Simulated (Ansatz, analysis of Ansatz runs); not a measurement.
# Hyperfine coupling of the N2V- centre in diamond (PBE0 on PBE structures), part 2 of 2

How near does this set-up come to the measured hyperfine coupling? Subject: N2V- centre in diamond. Set-up: PBE0 on PBE structures, 64-site cell, PBE lattice, 420 eV, k: 2x2x2 shifted 0.5 0.5 0.5 then the zone centre alone. The model is a cell of 64 host atoms with 1 site emptied, N put on another atom's site and N put on another atom's site. The isotropic coupling follows from the spin density at the nucleus, the nuclear g-factor and the total spin. Exact exchange opens the gap, stiffens bonds and lessens the self-interaction error, at many times the cost.

Ansatz 0.2.0; PBE0 on PBE structures, 64-site cell, PBE lattice, 420 eV, k: 2x2x2 shifted 0.5 0.5 0.5 then the zone centre alone.

So far: The structure; Relaxation, charge −1.

### 3. Contact spin densities

The relaxed structure is kept, and the final numbers are taken at the final level and k-points.

This step: plane-wave PAW DFT, PBE0; single point of a defect supercell on the structure relaxed with PBE.

The input, point/input.yaml:

```yaml
crystal:
  lattice:
    - [7.14316351, 0.0, 0.0]
    - [0.0, 7.14316351, 0.0]
    - [0.0, 0.0, 7.14316351]
  atoms:
    - { symbol: C, position: [-0.001096229, -0.00142532, 0.249677245] }
    - { symbol: C, position: [-0.00109469, 0.24992753, -0.001683338] }
    - { symbol: C, position: [0.250170877, -0.001342191, -0.001582101] }
    - { symbol: "N", position: [0.239394288, 0.239319475, 0.239067955] }
    - { symbol: C, position: [0.125911627, 0.125959958, 0.368951334] }
    - { symbol: C, position: [0.125910411, 0.369192672, 0.125714763] }
    - { symbol: C, position: [0.369804236, 0.125610362, 0.125364057] }
    - { symbol: C, position: [0.000117621, 0.000740066, 0.748971045] }
    - { symbol: C, position: [0.002745513, 0.252595469, 0.497115311] }
    - { symbol: C, position: [0.251403917, 0.002700417, 0.497473059] }
    - { symbol: C, position: [0.251405067, 0.252243689, 0.746995541] }
    - { symbol: C, position: [0.12509631, 0.125746247, 0.872891707] }
    - { symbol: C, position: [0.125913393, 0.380764638, 0.62374681] }
    - { symbol: C, position: [0.377392147, 0.129156491, 0.620550256] }
    - { symbol: C, position: [0.375182218, 0.374980998, 0.87472686] }
    - { symbol: C, position: [0.00274258, 0.497366098, 0.252345584] }
    - { symbol: C, position: [0.00011302, 0.749216751, 0.000492475] }
    - { symbol: C, position: [0.251399011, 0.49771466, 0.00245704] }
    - { symbol: C, position: [0.25139412, 0.747243484, 0.252010818] }
    - { symbol: C, position: [0.125901861, 0.623994771, 0.380518167] }
    - { symbol: C, position: [0.125098892, 0.873139852, 0.125504157] }
    - { symbol: C, position: [0.377392379, 0.620798581, 0.128917326] }
    - { symbol: C, position: [0.375167245, 0.874969561, 0.374738566] }
    - { symbol: C, position: [-0.001090274, 0.500037997, 0.751131858] }
    - { symbol: C, position: [-0.001094607, 0.751384374, 0.499788023] }
    - { symbol: "N", position: [0.239389065, 0.510641901, 0.5103955] }
    - { symbol: C, position: [0.250190438, 0.75130445, 0.751051446] }
    - { symbol: C, position: [0.12509982, 0.624210942, 0.876567745] }
    - { symbol: C, position: [0.125102503, 0.876808906, 0.623967024] }
    - { symbol: C, position: [0.369810215, 0.624343531, 0.624098511] }
    - { symbol: C, position: [0.375106247, 0.874985859, 0.874734836] }
    - { symbol: C, position: [0.498365441, 0.00185545, 0.250823102] }
[... 23 lines left out ...]
    - { symbol: C, position: [0.498376829, 0.498898413, 0.747846608] }
    - { symbol: C, position: [0.49837343, 0.748097848, 0.498654343] }
    - { symbol: C, position: [0.749764228, 0.500160514, 0.499898674] }
    - { symbol: C, position: [0.749120203, 0.749924902, 0.749676564] }
    - { symbol: C, position: [0.623986007, 0.624709672, 0.874278144] }
    - { symbol: C, position: [0.623972917, 0.874520469, 0.624463628] }
    - { symbol: C, position: [0.874293119, 0.625274583, 0.625014348] }
    - { symbol: C, position: [0.874600046, 0.874981314, 0.874728897] }
total_charge: -1
basis:
  ecutwfc: 420
  xc_grid: 2
hamiltonian:
  xc: pbe0
kpoints:
  mp_grid: { grid: [1, 1, 1] }
magnetization:
  spin_polarized: true
  initial_magnetization: 1
  spin_locking: { lock_magnetization: hard }
scf:
  occupations: { method: fermi_dirac, width: 0.01 }
  max_iter: 120
output:
  forces: true
  efg: {}
  eigenvalues: true
checkpoint:
  read: "../relax.run"
```

Command:

```console
> ansatz run input.yaml --threads 2 --pin off --max-ram 3768MiB --backend cpu --events-out ev --progress --plain --runs-dir out
```

Numbers of over 12 decimals in the logs are rounded to 6 here.

Output:

```text
[...]
Warning: at least one further symmetry operation maps every atom of the structure, as the run holds it, onto an atom to within 2.32e-5 (fractional), and is not used: no operation is sought that the atoms, as the run holds them, miss by more than 2.00e-5, [...]
Warning: checkpoint.read: hamiltonian.xc differs: saved pbe, current pbe0; the SCF iterates under this deck's functional from the saved state
[...]
Crystal: 63 atoms, lattice volume = 364.478 Å³
Basis set: ecut = 420 eV, 7123 PW (Γ), exchange–correlation on 96×96×96 points (8 copies of the dense FFT grid, shifted against one another)
Bands: 191, of which v1, the nominal top of the filled ones, is band 128 counted from 1 (127 counted from 0)
Symmetry: 1 space group operations
[...]
k-points: 1
[...]
Starting moments: Σ|m| = 1 μB on 63 of 63 sites; this step starts from the density that it was given
[...]
atom   9  C  V_zz =    -0.385457   η = 0.1538   by run symmetry: allowed
[...]
atom  13  C  V_zz =    +1.660157   η = 0.1153   by run symmetry: allowed
[...]
atom  16  C  V_zz =    -0.385749   η = 0.1549   by run symmetry: allowed
[...]
atom  20  C  V_zz =    +1.660834   η = 0.1153   by run symmetry: allowed
[...]
atom  26  N  V_zz =   -14.779272   η = 0.0100   by run symmetry: allowed
[...]
atom  41  C  V_zz =    -3.486644   η = 0.1068   by run symmetry: allowed
[...]
atom  48  C  V_zz =    -3.485922   η = 0.1067   by run symmetry: allowed
[...]
--- Band table (eV) ---
[...]
[key lines of the parts left out:]
Magnetization: 1.0000 μB (128.0000 up, 127.0000 down)
Free energy (F): -16049.297114 eV
Fermi energy:    15.522809 (↑ 16.073779, ↓ 15.512729) eV
```

Wall time 1.7 min (2 threads of Arm Neoverse V2, shared host); peak memory 1.1 GiB; 3.4 min of CPU time.

Read from the output:

```yaml
free_energy: -16049.2971 eV
total_moment: 1 μB
integral_of_the_absolute_spin_density: 1.253 μB
spin_contamination: 0.01123
```

The largest moments in the atoms' spheres: C48 0.21, C41 0.21, C49 0.02, C40 0.02, C51 0.01, C50 0.01 μB.

Isotropic hyperfine couplings from the contact spin densities (Fermi contact term with core polarisation, no dipolar part), the largest:

```csv
atom,isotope,distance from the centre (Å),contact spin density (e/Å³),A (MHz)
C41,13C,1.63,1.33,221.3
C48,13C,1.63,1.33,221.2
C51,13C,3.90,0.146,24.3
C50,13C,3.90,0.146,24.3
C42,13C,3.90,0.146,24.3
C43,13C,3.90,0.146,24.3
C49,13C,3.89,0.127,21.1
C40,13C,3.89,0.127,21.1
C37,13C,2.51,-0.101,-16.8
C52,13C,2.51,-0.101,-16.8
```

### 4. What came out

```yaml
15n_isotropic: 7.5 MHz
13c_the_two_neighbours_of_the_vacancy_isotropic: 221.2 MHz
integral_of_the_absolute_spin_density: 1.25 μB
time_of_the_whole_chain: 4.6 min on 2 threads
```

**Reading.** 15N, isotropic: computed 7.5 MHz, measured 4.02 MHz; 3.5 MHz (86 %) above the measurement. 13C, the two neighbours of the vacancy, isotropic: computed 221.2 MHz, measured 240.7 MHz; 19.5 MHz (8 %) below the measurement. Only the isotropic (Fermi contact) part is computed, with core polarisation; no vibrational averaging. Limits: the zone centre alone is a coarse sampling for this cell; the structure comes from another functional than the final numbers; the periodic copies of the defect are only 7.1 Å apart.

[Logs are printed without paths, hosts, clocks, repeated set-up lines and the standing remarks that a program may print on its own settings, such as how far it seeks lower states.]

[Hosts, paths, dates, database ids (printed as entryN), source tags and the programs' standing remarks are cut or masked in the printed files.]

[For some hosts the program warned that the k-mesh of the response run may be too coarse for force constants and the static dielectric constant; such warnings are not shown here.]
